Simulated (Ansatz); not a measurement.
# From PBE to G0W0: SiO2 (P3_221), part 2 of 2

How far does one-shot GW move the PBE gap of SiO2 (P3_221)?

Ansatz 0.2.0; PBE, then G0W0 on it, plane waves, PAW. Known limits of the many-body steps: finite bands, screening cutoff and k mesh; no spin-orbit coupling in G0W0.

So far. Step 2 (Bands along the symmetry lines): Over mesh and path the gap is 5.993 eV, from k = (0.333, 0.333, 0.000) to k = Γ. The least direct gap found is 6.286 eV, at k = (0.000, 0.000, 0.050).

In doubt: masses and optical values from hybrid runs of this build are listed as unsure (in some of the runs), which bears on the screening that GW takes from such a start.

### 3. The quasiparticle correction

G0W0 replaces the xc potential by a self-energy built once from the orbitals of the start. Levels are corrected in the window of bands that the input names, at points of the mesh.

This step: G0W0 on PBE, plane waves, PAW.

File input.yaml:

```yaml
crystal:
  lattice:
    - [4.91636, 0.0, 0.0]
    - [-2.45818, 4.2576926541, 0.0]
    - [0.0, 0.0, 5.4084]
  atoms:
    - { symbol: Si, position: [0.46973, 0.0, 0.6666666667] }
    - { symbol: Si, position: [0.0, 0.46973, 0.3333333333] }
    - { symbol: Si, position: [0.53027, 0.53027, 0.0] }
    - { symbol: O, position: [0.41354, 0.26758, 0.78558] }
    - { symbol: O, position: [0.73242, 0.14596, 0.4522466667] }
    - { symbol: O, position: [0.85404, 0.58646, 0.1189133333] }
    - { symbol: O, position: [0.26758, 0.41354, 0.21442] }
    - { symbol: O, position: [0.14596, 0.73242, 0.5477533333] }
    - { symbol: O, position: [0.58646, 0.85404, 0.8810866667] }
kpoints:
  mp_grid: { grid: [6, 6, 4] }
hamiltonian:
  xc: pbe
  pseudopotentials: { kind: paw, source: ansatz }
scf:
  occupations: { method: fixed }
gw:
  n_empty_bands: 1140
  ecut_chi: 270.0
  qp_bands: [v3, c3]
  qp_kpoints: band_edges
  screening: { model: contour_deformation }
```

Command:

```sh
$ ansatz run input.yaml --threads 4 --pin off --max-ram 138240MiB --backend cuda --events-out ev --progress --plain --runs-dir out --devices 1 --max-vram 26GiB
```

Numbers of over 12 decimals in the logs are rounded to 6 here.

What it wrote:

```text
GPUs: using 1 of 1 available (devices: 1).
[...]
GPU FFT provider: cuFFT
GPU libraries: cuBLAS 13.8.2, cuFFT 12.4.0, cuSOLVER 12.3.4
Crystal: 9 atoms, lattice volume = 113.211 Å³
Basis set: ecut = 930 eV, 7287 PW (Γ)
Bands: 33, of which v1, the nominal top of the filled ones, is band 24 counted from 1 (23 counted from 0)
Symmetry: 6 space group operations
[...]
k-points: 24 of 144 (time reversal used)
[...]
GPU buffer pool allocated for 230400 grid points (all kernels)
[...]
SCF iter   1: F=—  HF=-5327.200699 eV  |F-HF|=—  |Δ(HF+E_count)|=         —  Δρ=1.37e-1  dr2=1.86e1  ethr=3.10e-3  ⟨swp⟩=6.0  Hψ=3846  notcnv=0  defer=151
[...]
SCF iter   7: F=-5321.878929 eV  HF=-5321.878929 eV  |F-HF|=2.39e-7  |Δ(HF+E_count)|=   1.20e-5  Δρ=8.77e-6  dr2=7.23e-8  ethr=2.08e-10  ⟨swp⟩=15.8  Hψ=5467  notcnv=0
SCF 1 converged in 7 iterations: F = -5321.878929 eV  dr2 = 7.23e-8
[...]
NSCF: frozen V_eff on 24 k-points, pencils in batches of 32, up to order 132
the band table was solved once the SCF had ended and its energy, with any forces and stress, was formed, with the checks that follow a solve (3927 applications of the Hamiltonian). They found nothing against the state; the energy, forces and stress were not computed again (output.eigenvalues in the input reference)
[...]
NSCF: frozen V_eff on 24 k-points
G₀W₀ screening: q 1/24
[... further progress lines ...]
SCF converged after 7 iterations
Free energy (F): -5321.878929 eV
[...]
Internal energy: -5321.878929 eV  (E = F + TS)
E sigma→0 (E₀):  -5321.878929 eV
Fermi energy:    2.523742 eV
[...]
--- Band table (eV; the first three rows and the last of 24) ---
  k-point 0: bands = [... 20 lower, 1.5191, 1.8353, 2.2084, 2.2084, 8.5187, 11.8382, 11.8382, 12.2965, ... 5 higher]
  k-point 1: bands = [... 20 lower, 1.4475, 1.9877, 2.2987, 2.4271, 9.1174, 11.6773, 11.7720, 11.7952, ... 5 higher]
  k-point 2: bands = [... 20 lower, 1.3156, 2.3074, 2.3074, 2.4334, 10.4712, 10.4712, 11.5842, 12.2757, ... 5 higher]
  k-point 23: bands = [... 20 lower, 1.5889, 1.7601, 1.9403, 1.9403, 11.5281, 12.3189, 12.3189, 12.6256, ... 5 higher]
--- G₀W₀: contour deformation, 6 samples at zero and on the imaginary axis and 2 off it, 144 q-points, 1140 empty bands' worth ---
  eigenvalues of the whole cell's RPA ε∞ on this k-mesh (on a slab, of 1 + 4πα/V) = 2.3287, 2.3287, 2.3590; static W/v taken at q = 0 is 0.427124
  bands read: the sum over 1164 bands ends inside a degenerate multiplet in 1 slot, whose members it reads at an even weight; the widest, k=2: bands 1164 to 1165 (counted from 1) at 1/2 each
  gw.qp_kpoints: band_edges: 23 of 24 stored k-points solved, in 1 pass; an edge of the gap read off the rows below is read off those points alone
    valence top: of the k-points left out ik 23 came nearest to being solved in a further pass, in band 24 (counted from 1, as in the quasiparticle table): it holds the edge there only if its correction is more favourable than any solved in that band by at least 0.583 eV; those differ by 0.037 eV
    conduction bottom: of the k-points left out ik 23 came nearest to being solved in a further pass, in band 25 (counted from 1, as in the quasiparticle table): it holds the edge there only if its correction is more favourable than any solved in that band by at least 3.009 eV; those differ by 0.639 eV
    ik  band        ε_KS         Σx   Σc(E_QP)       V_xc       Z   E_QP_lin       E_QP  E_QP is
     0    22      1.8353   -26.3860     3.8447   -20.2969  0.8019    -0.4533    -0.4089  root
     0    23      2.2084   -26.2744     3.7543   -20.3094  0.8034    -0.0438    -0.0023  root
     0    24      2.2084   -26.2744     3.7543   -20.3094  0.8034    -0.0438    -0.0023  root
     0    25      8.5187    -7.8463    -3.5497   -12.4292  0.8654     9.5568     9.5519  root
     0    26     11.8382    -6.5322    -4.0602   -11.9051  0.8582    13.1610    13.1509  root
     0    27     11.8382    -6.5322    -4.0602   -11.9051  0.8582    13.1610    13.1509  root
     1    22      1.9877   -26.4942     3.8272   -20.4377  0.8022    -0.2847    -0.2416  root
     1    23      2.2987   -26.5662     3.7900   -20.5694  0.8027     0.0506     0.0918  root
     1    24      2.4271   -26.7411     3.7607   -20.7962  0.8034     0.2036     0.2430  root
     1    25      9.1174    -8.2787    -3.5835   -12.9468  0.8615    10.2076    10.2020  root
     1    26     11.6773    -6.6979    -4.1026   -12.1403  0.8590    13.0275    13.0171  root
     1    27     11.7720    -8.0056    -4.0371   -13.4051  0.8514    13.1456    13.1345  root
     2    22      2.3074   -26.7663     3.7947   -20.7752  0.8027     0.0705     0.1110  root
     2    23      2.3074   -26.7663     3.7947   -20.7752  0.8027     0.0705     0.1110  root
     2    24      2.4334   -26.7578     3.7770   -20.7890  0.8029     0.2015     0.2416  root
     2    25     10.4712    -8.7110    -3.7427   -13.6621  0.8545    11.6873    11.6795  root
     2    26     10.4712    -8.7110    -3.7427   -13.6621  0.8545    11.6873    11.6795  root
     2    27     11.5842    -4.4875    -3.9358    -9.5049  0.8692    12.6723    12.6658  root
     3    22      1.7389   -26.2396     3.8454   -20.1372  0.8020    -0.5633    -0.5181  root
     3    23      2.2626   -26.4813     3.7731   -20.5040  0.8031     0.0174     0.0585  root
     3    24      2.2979   -26.4672     3.7601   -20.5064  0.8033     0.0565     0.0972  root
     3    25      8.9429    -8.1600    -3.5743   -12.8044  0.8626    10.0186    10.0131  root
     3    26     11.8131    -6.8001    -4.1082   -12.2658  0.8576    13.1815    13.1707  root
     3    27     11.8761    -6.7115    -4.1310   -12.2038  0.8575    13.2482    13.2373  root
     4    22      1.8567   -26.2955     3.8280   -20.2231  0.8023    -0.4319    -0.3877  root
     4    23      2.1922   -26.5143     3.8018   -20.4985  0.8024    -0.0637    -0.0218  root
     4    24      2.4831   -26.8331     3.7632   -20.8915  0.8032     0.2655     0.3047  root
     4    25      9.4590    -8.4297    -3.6344   -13.1879  0.8597    10.5891    10.5828  root
     4    26     11.7461    -6.7185    -4.1060   -12.1728  0.8583    13.1050    13.0944  root
     4    27     11.8879    -7.7156    -3.9945   -13.0225  0.8530    13.2106    13.2004  root
     5    22      2.1911   -26.6316     3.8083   -20.6117  0.8024    -0.0621    -0.0205  root
     5    23      2.2221   -26.6209     3.7949   -20.6194  0.8027    -0.0258     0.0155  root
     5    24      2.3962   -26.7332     3.7707   -20.7721  0.8030     0.1658     0.2058  root
     5    25     10.6552    -8.8622    -3.8348   -13.9663  0.8532    11.9333    11.9245  root
     5    26     10.7144    -8.5701    -3.7854   -13.5765  0.8542    11.9435    11.9354  root
     5    27     11.7469    -4.9275    -3.9883   -10.0660  0.8667    12.9046    12.8971  root
     6    22      1.8816   -26.3461     3.8348   -20.2679  0.8021    -0.4059    -0.3617  root
     6    23      2.2299   -26.4796     3.7841   -20.4855  0.8028    -0.0216     0.0199  root
     6    24      2.4428   -26.8096     3.7696   -20.8573  0.8031     0.2207     0.2602  root
     6    25      9.4719    -8.4386    -3.6290   -13.1889  0.8596    10.5996    10.5933  root
[...]
21    22      2.0892   -26.5735     3.8147   -20.5468  0.8021    -0.1649    -0.1229  root
    21    23      2.0892   -26.5735     3.8147   -20.5468  0.8021    -0.1649    -0.1229  root
    21    24      2.5237   -26.8347     3.7470   -20.9137  0.8035     0.3110     0.3498  root
    21    25     11.4477    -8.5211    -3.9867   -13.8468  0.8511    12.7972    12.7867  root
    21    26     11.4477    -8.5211    -3.9867   -13.8468  0.8511    12.7972    12.7867  root
    21    27     11.9402    -8.6118    -3.9490   -13.9228  0.8489    13.3132    13.3021  root
    22    22      1.9753   -26.4254     3.8072   -20.3935  0.8024    -0.2922    -0.2494  root
    22    23      2.0141   -26.5434     3.8159   -20.5127  0.8020    -0.2429    -0.2006  root
    22    24      2.3254   -26.5764     3.7640   -20.6148  0.8032     0.0873     0.1278  root
    22    25     11.4499    -9.8743    -4.2881   -15.7617  0.8459    13.0648    13.0492  root
    22    26     11.7612    -7.2640    -3.8722   -12.3205  0.8560    12.9537    12.9456  root
    22    27     12.1276    -8.4783    -4.0007   -13.8536  0.8489    13.5137    13.5022  root
```

Run time: 8.1 min. Hardware: 1 × NVIDIA H100 80GB HBM3 (shared by 3 runs) with 4 threads of AMD EPYC 7R13 (Zen 3), shared host; peak memory 9.6 GiB.

This step gave:

- bands summed: 1164
- RPA ε∞ on this mesh (eigenvalues): 2.329, 2.329, 2.359
- plane waves in the screening matrix: 1143
- q-points in the mesh: 144
- G0W0 gap over the corrected points: 9.202 eV
- k of the valence top: 0.3333, 0.3333, 0
- k of the conduction bottom: 0, 0, 0
- starting gap on the mesh: 5.995 eV
- Z at the valence top: 0.8035
- Z at the conduction bottom: 0.8654
- least direct G0W0 gap over the corrected points: 9.554 eV

Over 23 of 24 irreducible mesh points the G0W0 gap is 9.202 eV, from k = (0.333, 0.333, 0.000) to k = Γ. The PBE gap of this run on the mesh is 5.995 eV. The two states that bound the G0W0 gap lie that far apart at the start, so the correction of the gap is 9.202 − 5.995 = +3.207 eV. The start of this run differs from the step before in files (soft_1 PAW and hard PAW) and plane-wave cutoff (420 eV and 930 eV).

Labels follow the order of the start: v1 is the top filled band, c1 the lowest empty one; levels that stay degenerate share a row, the window can cut a multiplet, doubted levels are not marked in this list, bands outside the window were not corrected, and the list may be a part of the corrected levels. Levels before and after the correction, in eV, zero at the valence-band top of each column:

```csv
,conduction bottom,valence top
Kohn-Sham,5.99,0.00
G0W0,9.20,0.00
```

```csv
,level,occupation,energy (eV)
Kohn-Sham,Γ v3,2,-0.688
Kohn-Sham,Γ v2-v1,2,-0.315
Kohn-Sham,Γ c1,0,5.995
Kohn-Sham,Γ c2-c3,0,9.314
Kohn-Sham,(0.333 0.333 0) v3-v2,2,-0.435
Kohn-Sham,(0.333 0.333 0) v1,2,0.000
Kohn-Sham,(0.333 0.333 0) c1-c2,0,8.924
Kohn-Sham,(0.333 0.333 0) c3,0,9.416
G0W0,Γ v3,2,-0.759
G0W0,Γ v2-v1,2,-0.352
G0W0,Γ c1,0,9.202
G0W0,Γ c2-c3,0,12.801
G0W0,(0.333 0.333 0) v3-v2,2,-0.473
G0W0,(0.333 0.333 0) v1,2,0.000
G0W0,(0.333 0.333 0) c1-c2,0,12.437
G0W0,(0.333 0.333 0) c3,0,12.952
```

The parts of the quasiparticle energy for the two states that bound the G0W0 gap, in eV on the run's own scale (QP = start + Σx + Σc − Vxc, with Σc at the quasiparticle energy):

```csv
edge,k,band,start,Σx,Σc,Vxc,Z,QP
valence top,"(0.333, 0.333, 0.000)",24,2.524,−26.835,3.747,−20.914,0.803,0.350
conduction bottom,Γ,25,8.519,−7.846,−3.550,−12.429,0.865,9.552
```

### 4. Side by side

Each gap is the least one over the points named; times are wall times on shared hosts, not benchmarks. A G0W0 time includes the run's own self-consistent start. Rows marked * are further runs, not shown as steps, whose inputs differ from the G0W0 step on the same start in the columns given; solver thresholds can differ too.

```csv
level,mesh,"files, cutoff","bands summed, screening",points,gap (eV),valence top,conduction bottom,least direct gap (eV),time
PBE,6×6×4,"soft_1 PAW, 420 eV",-,mesh and path,5.993,"(0.333, 0.333, 0.000)",Γ,6.286,6.2 s
G0W0@PBE*,6×6×4,"hard PAW, 930 eV","320, 110 eV",23 of 24 irreducible mesh points,8.838,"(0.333, 0.333, 0.000)",Γ,9.215,68 s
G0W0@PBE*,6×6×4,"hard PAW, 930 eV","697, 190 eV",23 of 24 irreducible mesh points,9.090,"(0.333, 0.333, 0.000)",Γ,9.452,7.1 min
G0W0@PBE,6×6×4,"hard PAW, 930 eV","1164, 270 eV",23 of 24 irreducible mesh points,9.202,"(0.333, 0.333, 0.000)",Γ,9.554,8.1 min
```

### 5. Outcome

* PBE gap over mesh and path: 5.993 eV, from k = (0.333, 0.333, 0.000) to k = Γ
* G0W0@PBE gap over 23 of 24 irreducible mesh points: 9.202 eV, from k = (0.333, 0.333, 0.000) to k = Γ
* GW settings: 6×6×4 mesh, 1140 empty bands, screening to 270 eV, hard PAW files
* known limits: finite bands, screening cutoff and k mesh; no spin-orbit coupling in G0W0

**Reading.** Over 23 of 24 irreducible mesh points the G0W0 gap is 9.202 eV, from k = (0.333, 0.333, 0.000) to k = Γ. The PBE gap of this run on the mesh is 5.995 eV. The two states that bound the G0W0 gap lie that far apart at the start, so the correction of the gap is 9.202 − 5.995 = +3.207 eV. The valence state moves by 0.350 − 2.524 = −2.174 eV and the conduction state by 9.552 − 8.519 = +1.033 eV, on the run's own scale; with 320 bands the edge states move by −1.666 and +1.177 eV, so the split between the edges depends on the bands and cutoff. Both edges that PBE shows over mesh and path lie at k points where levels were corrected. Levels at other points were not corrected, so a lower G0W0 gap elsewhere in the zone is not ruled out. From 320 bands and 110 eV to 1164 bands and 270 eV the gap moves by 9.202 − 8.838 = +0.364 eV (rung by rung 8.838, 9.090, 9.202 eV); bands and screening cutoff rise together, so their parts are not told apart. A line in one over the bands through the two highest rungs gives 9.202 + (9.202 − 9.090) × 697 / (1164 − 697) = 9.369 eV, and through the pair below 9.090 + (9.090 − 8.838) × 320 / (697 − 320) = 9.304 eV. The two differ by 0.065 eV, not under the 0.030 eV asked, so the law does not hold well over these rungs and the limit is not known. G0W0 on other starts in this series, not shown as steps and not all at these settings: 9.868 eV on HSE06 (6×6×4, hard PAW, 697 bands, 190 eV) and 10.073 eV on PBE0 (6×6×4, hard PAW, 697 bands, 190 eV). The G0W0 runs are scalar-relativistic. No pair of G0W0 runs that differ in the mesh alone is shown (6×6×4 is a supercell whose nearest images lie 22 Å apart), so the error from the mesh is not known here. G0W0 is shown with one set of atomic data (hard PAW), so the error from the files is not known here.

[Paths, hosts, dates, memory and timing lines, banners, echoed tables and standing remarks are left out of the program output.]

[Logs are printed without paths, hosts, clocks, repeated set-up lines and the standing remarks that a program may print on its own settings, such as how far it seeks lower states.]

[Runs of the session that timed out or met a known fault of the program may be left out.]

[Cells called generated may have been cut or substituted from an entry of the Crystallography Open Database or the Materials Project.]

[Hosts, paths, dates, database ids (printed as entryN), source tags and the programs' standing remarks are cut or masked in the printed files.]

[Where an RPA ε∞ is given, it is that of the G0W0 mesh and is not shown converged in it. Names of k-points follow the symmetry that the program found, which can be lower than the space group named. Band edges on a path are those of the sampled points; other points can move an edge, and change direct to indirect where valleys lie close.]

[Hybrid gaps are those of their k-mesh and are not shown converged in it.]
